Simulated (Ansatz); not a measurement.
# A hypothetical structure for Ba3V, part 2 of 2

This structure for Ba3V is made up. Its elements were placed in a known structure type with a cell scaled to their sizes. What cell does the guess relax to, and how far off was it?

Ansatz 0.2.0; DFT, PBEsol, plane-wave PAW, files of the set soft_1, scalar-relativistic, ferromagnetic start, cell and ions relaxed at zero pressure; PAW set soft_1 (the session's first sound run).

So far: Set-up; Relaxation of the guess. The relaxed cell has a = 7.929, c = 5.966 Å (conventional setting).

## Step 3: Bands of the relaxed cell

A second self-consistent run takes a narrower smearing and the mesh shown in its input; the bands follow along the standard path of the relaxed lattice.

This step: DFT, PBEsol, plane-wave PAW, files of the set soft_1, scalar-relativistic, ferromagnetic start, bands and density of states at the relaxed cell; PAW set soft_1 (Ansatz 0.2.0).

The input, input.yaml:

```yaml
crystal:
  lattice:
    - [7.9285539156, 0.0, 0.0]
    - [-3.9642769578, 6.8663291062, 0.0]
    - [0.0, 0.0, 5.9655406952]
  atoms:
    - { symbol: Ba, position: [0.1763234106, 0.3526468211, 0.25] }
    - { symbol: Ba, position: [0.1763234106, 0.8236765894, 0.25] }
    - { symbol: Ba, position: [0.6473531789, 0.8236765894, 0.25] }
    - { symbol: Ba, position: [0.8236765894, 0.6473531789, 0.75] }
    - { symbol: Ba, position: [0.8236765894, 0.1763234106, 0.75] }
    - { symbol: Ba, position: [0.3526468211, 0.1763234106, 0.75] }
    - { symbol: V, position: [0.3333333333, 0.6666666667, 0.75], spin: 3.5 }
    - { symbol: V, position: [0.6666666667, 0.3333333333, 0.25], spin: 3.5 }
magnetization:
  spin_polarized: true
kpoints:
  mp_grid: { grid: [6, 6, 6] }
  band_path:
    path:
      - [[0.0, 0.0, 0.0], [0.5, 0.0, 0.0], [0.33333333, 0.33333333, 0.0], [0.0, 0.0, 0.0], [0.0, 0.0, 0.5], [0.5, 0.0, 0.5], [0.33333333, 0.33333333, 0.5], [0.0, 0.0, 0.5]]
      - [[0.5, 0.0, 0.5], [0.5, 0.0, 0.0]]
      - [[0.33333333, 0.33333333, 0.0], [0.33333333, 0.33333333, 0.5]]
    npoints: 8
scf:
  occupations: { method: fermi_dirac, width: 0.03 }
  n_extra_bands: 16
hamiltonian:
  xc: pbesol
  pseudopotentials: { kind: paw, azcp: { folder: soft_1 }, xc_functional: pbe }
output:
  forces: true
  stress: true
  write_bands: true
  dos: { projected: true }
  write_density: true
  write_potential: true
  elf: true
  volumetric_format: npy
```

On the command line:

```console
$ ansatz run input.yaml --threads 4 --pin off --max-ram 10240MiB --backend cpu --events-out ev --progress --plain --runs-dir out
```

Numbers of over 12 decimals in the logs are rounded to 6 here.

The log of the run:

```text
Warning: where an SCF of this run starts from atoms to list the orders of its open shells, V (sites 6, 7, from 0) starts with 3.00 μB on its 3d shell, in the place of the 3.50 μB that the deck gives it: its open shells can hold no more by Hund's first rule. To start from spheres of the given moment, type scf.initial_density.shell_occupations: []
[...]
Crystal: 8 atoms, lattice volume = 324.764 Å³
Basis set: ecut = 420 eV, 6289 PW (Γ), exchange–correlation on 108×108×80 points (8 copies of the dense FFT grid, shifted against one another)
Bands: 59, of which v1, the nominal top of the filled ones, is band 43 counted from 1 (42 counted from 0)
Symmetry: 24 space group operations
[...]
k-points: 28 of 216
[...]
Starting moments: Σ|m| = 7 μB on 2 of 8 sites
[...]
SCF iter   1: F=—  HF=-40942.833669 eV  |F-HF|=—  |Δ(HF+E_count)|=         —  Δρ=3.52e-2 (↑3.52e-2 ↓7.11e-3)  dr2=1.18e1  dr2_m=7.68e-1  M=6.257 μB ∫|m|=6.479 μB  β_m=0.30  ethr=3.10e-3  ⟨swp⟩=11.1  Hψ=16783  notcnv=0
[...]
SCF iter  13: F=-40942.067311 eV  HF=-40942.067311 eV  |F-HF|=5.75e-10  |Δ(HF+E_count)|=   4.13e-9  Δρ=3.42e-7 (↑3.42e-7 ↓1.07e-7)  dr2=7.89e-10  dr2_m=8.27e-11  M=8.164 μB ∫|m|=9.408 μB  ethr=1.48e-11  ⟨swp⟩=13.8  Hψ=19931  notcnv=0
SCF 1 converged in 13 iterations: F = -40942.067311 eV  dr2 = 7.89e-10
[...]
NSCF: frozen V_eff on 75 k-points
SCF converged after 13 iterations
Magnetization: 8.1645 μB (47.0822 up, 38.9178 down)
Absolute magnetization: 9.4197 μB (∫|ρ↑−ρ↓|, with the PAW one-centre terms)
[...]
Per-site moments (μB) at R_I (Å): [(0.040059, 1.518200), (0.040059, 1.518200), (0.040059, 1.518200), (0.040059, 1.518200), (0.040059, 1.518200), (0.040059, 1.518200), (3.474618, 1.518200), (3.474618, 1.518200)]
Free energy (F): -40942.067311 eV
[...]
Internal energy: -40942.037558 eV  (E = F + TS)
E sigma→0 (E₀):  -40942.052435 eV
Entropy (-TS):   -0.029752 eV (-3.719 meV/atom)
Fermi energy:    8.348497 eV
[...]
--- Forces (eV/Å), atoms counted from 1 ---
  atom   1  Ba     0.00000000     0.00170980     0.00000000
  atom   2  Ba     0.00148073    -0.00085490     0.00000000
  atom   3  Ba    -0.00148073    -0.00085490     0.00000000
  atom   4  Ba    -0.00000000    -0.00170980     0.00000000
  atom   5  Ba    -0.00148073     0.00085490     0.00000000
  atom   6  Ba     0.00148073     0.00085490     0.00000000
  atom   7  V      0.00000000     0.00000000     0.00000000
  atom   8  V      0.00000000    -0.00000000     0.00000000
  max |Σ_I F_I| component: 1.45e-17 eV/Å
--- Stress (GPa, compression-positive) ---
       -0.056977       0.000000       0.000000
       -0.000000      -0.056977       0.000000
        0.000000       0.000000       0.041094
  P = ⅓ Tr σ = -0.0243 GPa (-0.243 kbar)
--- Band table (eV; the first three rows and the last of 56) ---
  k-point 0 ↑: bands = [... 39 lower, 7.4360, 7.4360, 7.5097, 7.5097, 8.0224, 8.0224, 8.4634, 8.6427, ... 12 higher]
  k-point 1 ↑: bands = [... 39 lower, 7.3282, 7.8322, 7.8322, 7.8553, 7.9343, 7.9780, 7.9780, 8.6652, ... 12 higher]
  k-point 2 ↑: bands = [... 39 lower, 7.3852, 7.6058, 7.8469, 7.8469, 7.9710, 7.9710, 8.1351, 8.7682, ... 12 higher]
  k-point 27 ↓: bands = [... 39 lower, 8.6232, 9.0299, 9.0299, 9.0612, 9.0612, 9.2019, 9.2019, 9.4951, ... 12 higher]
```

Wall time 46 s (4 threads of Arm Neoverse V2, shared host); peak memory 1.6 GiB; 3 min of CPU time.

The column dr2 measures how far the density is from self-consistency, as an energy; F and HF (Harris–Foulkes) agree once it is small.

Numbers from this step:

| Item | Value |
| --- | --- |
| free energy | -40942.0673 eV |
| energy at zero smearing | -40942.0524 eV |
| smearing term TS | 0.02975 eV |
| Fermi energy | 8.348 eV |
| magnetization | 8.164 μB |
| absolute magnetization | 9.420 μB |
| site moments | 0.04006, 0.04006, 0.04006, 0.04006, 0.04006, 0.04006, 3.475, 3.475 μB |
| pressure | -0.02429 GPa |

bands.tsv at the labelled points (eV, zero at the Fermi level; the bands that come nearest the Fermi level along the path):

```tsv
point	band_45_up	band_46_up	band_47_up	band_48_up	band_37_dn	band_38_dn	band_39_dn	band_40_dn
Γ	0.11	0.29	0.29	0.38	-0.34	-0.34	-0.34	-0.34
M	-0.33	-0.23	-0.02	0.20	-0.21	-0.09	0.17	0.32
K	-0.41	-0.34	0.16	0.16	-0.22	-0.05	0.16	0.51
Γ	0.11	0.29	0.29	0.38	-0.34	-0.34	-0.34	-0.34
A	-0.44	0.74	0.74	0.74	-0.36	-0.36	-0.36	0.86
L	-0.30	-0.09	-0.09	0.40	-0.46	0.22	0.22	0.66
H	-0.24	-0.04	-0.04	0.28	-0.43	0.27	0.27	0.68
A	-0.44	0.74	0.74	0.74	-0.36	-0.36	-0.36	0.86
L	-0.30	-0.09	-0.09	0.40	-0.46	0.22	0.22	0.66
M	-0.33	-0.23	-0.02	0.20	-0.21	-0.09	0.17	0.32
K	-0.41	-0.34	0.16	0.16	-0.22	-0.05	0.16	0.51
H	-0.24	-0.04	-0.04	0.28	-0.43	0.27	0.27	0.68
```

Spin density in the ab plane at fractional z = 0.250, with atoms of Ba and V within 0.2 Å of it.

Ten even steps from '_' (0.0 e/Å³) to '@' (2.6 e/Å³), each cell a mean:
```
____________________________________________
____________________________________________
____________________________________________
____________________________________________
____________________________________________
____________________________________________
____________________________________________
____________________________________________
____________________________________________
____________________________________________
____________________________________________
____________________________________________
____________________________..--::..________
__________________________::++%%==..________
________________________..==@@@@--__________
________________________..==**==..__________
________________________..::::..____________
____________________________________________
____________________________________________
____________________________________________
____________________________________________
____________________________________________
```
Columns run along a (7.9 Å), rows up along b (7.9 Å). Atoms in or near the plane, at fractional coordinates: Ba at (0.18, 0.35), Ba at (0.18, 0.82), Ba at (0.65, 0.82), V at (0.67, 0.33).

Electrostatic potential energy in the ab plane at fractional z = 0.250, with atoms of Ba and V within 0.2 Å of it. With pseudopotentials it is smooth inside the atoms' cores, unlike the true potential.

Ten even steps from '0' (-56 eV) to '9' (11 eV), each cell a mean:
```
9998766899999876678999
9975324789998632368999
9841003789986200268999
8620004799973000278999
8410026899862001589999
7421368999863125899999
8656789999875568999999
8888999999988889999999
9999999999999999999999
9999988999999999999999
9998877899999999999999
9986435789999987789999
9862013789999854468999
9630004799998533369999
8510016899996333479999
7410258999985333699999
7544689999986446999999
8777899999998789999999
9999999999999999999999
9999999999999999999999
9999999999999999999999
9999988899999998889999
```
Columns run along a (7.9 Å; values clipped at the 3rd and 97th percentile), rows up along b (7.9 Å). Atoms in or near the plane, at fractional coordinates: Ba at (0.18, 0.35), Ba at (0.18, 0.82), Ba at (0.65, 0.82), V at (0.67, 0.33).

Valence density in the ab plane at fractional z = 0.250, with atoms of Ba and V within 0.2 Å of it. It is the smooth field of the valence electrons, not physical close to the nuclei.

Values in units of 1e0 e/Å³, 12 rows by 16 columns, each cell a mean:
```
0.1 0.2 0.6 1.0 1.0 0.5 0.1 0.1 0.1 0.3 0.8 1.0 0.8 0.3 0.1 0.1
0.2 0.8 1.0 0.8 1.2 0.6 0.1 0.1 0.5 1.1 0.9 1.1 1.0 0.3 0.1 0.1
0.5 1.2 0.9 1.1 0.8 0.2 0.1 0.2 1.0 1.1 0.9 1.1 0.5 0.1 0.1 0.1
0.5 0.9 0.9 0.5 0.2 0.1 0.1 0.2 0.7 1.0 0.8 0.3 0.1 0.1 0.1 0.1
0.1 0.2 0.1 0.1 0.1 0.1 0.1 0.1 0.2 0.2 0.1 0.1 0.1 0.1 0.1 0.1
0.1 0.1 0.1 0.3 0.4 0.3 0.1 0.1 0.1 0.1 0.1 0.1 0.1 0.1 0.1 0.1
0.1 0.3 0.9 1.2 1.2 0.6 0.1 0.1 0.1 0.1 0.7 1.8 0.9 0.2 0.1 0.1
0.3 1.1 0.8 0.7 1.2 0.4 0.1 0.1 0.2 1.5 8.9 9.6 1.9 0.2 0.1 0.1
0.6 1.3 1.1 1.1 0.5 0.1 0.1 0.1 0.4 3.3 8.2 3.9 0.4 0.1 0.1 0.1
0.3 0.6 0.5 0.2 0.1 0.1 0.1 0.1 0.2 0.5 0.5 0.2 0.1 0.1 0.1 0.1
0.1 0.1 0.1 0.1 0.1 0.1 0.1 0.1 0.1 0.1 0.1 0.1 0.1 0.1 0.1 0.1
0.1 0.1 0.1 0.1 0.2 0.2 0.1 0.1 0.1 0.1 0.1 0.2 0.2 0.1 0.1 0.1
```
Columns run along a (7.9 Å), rows up along b (7.9 Å). Atoms in or near the plane, at fractional coordinates: Ba at (0.18, 0.35), Ba at (0.18, 0.82), Ba at (0.65, 0.82), V at (0.67, 0.33).

## Step 4: Summary of results

| Item | Value |
| --- | --- |
| space group, relaxed | P6_3/mmc |
| conventional cell | a = 7.929, b = 7.929, c = 5.966 Å; α = 90.0°, β = 90.0°, γ = 120.0° |
| volume per atom | 40.60 Å³ (guess 45.46) |
| total moment | 8.30 μB in the cell of 8 atoms |

**Reading.** Ba3V relaxes to P6_3/mmc with a = 7.929, b = 7.929 and c = 5.966 Å. The guessed volume was 12 % too large. The space group P6_3/mmc was held in the relaxation, so the end point is a stationary structure within it and may be a saddle against distortions or other arrangements. The input starts from parallel moments, and no other start was typed. Bands cross the Fermi level, so it is a metal or semimetal at this level. On the 6×6×6 mesh with the narrower smearing (relaxed on 4×4×5) the largest force component is 0.002 eV/Å and the largest stress component is 0.057 GPa, against the relaxation's thresholds of 0.015 eV/Å and 0.05 GPa. The cutoff wasn't tested. Spin-orbit coupling is left out, which can matter for elements this heavy. No dispersion term is used, so weakly bound directions may come out too long. Nothing here tests whether the compound is stable against decomposition.

[Logs are printed without paths, hosts, clocks, repeated set-up lines and the standing remarks that a program may print on its own settings, such as how far it seeks lower states.]

[Hosts, paths, dates, database ids (printed as entryN), source tags and the programs' standing remarks are cut or masked in the printed files.]
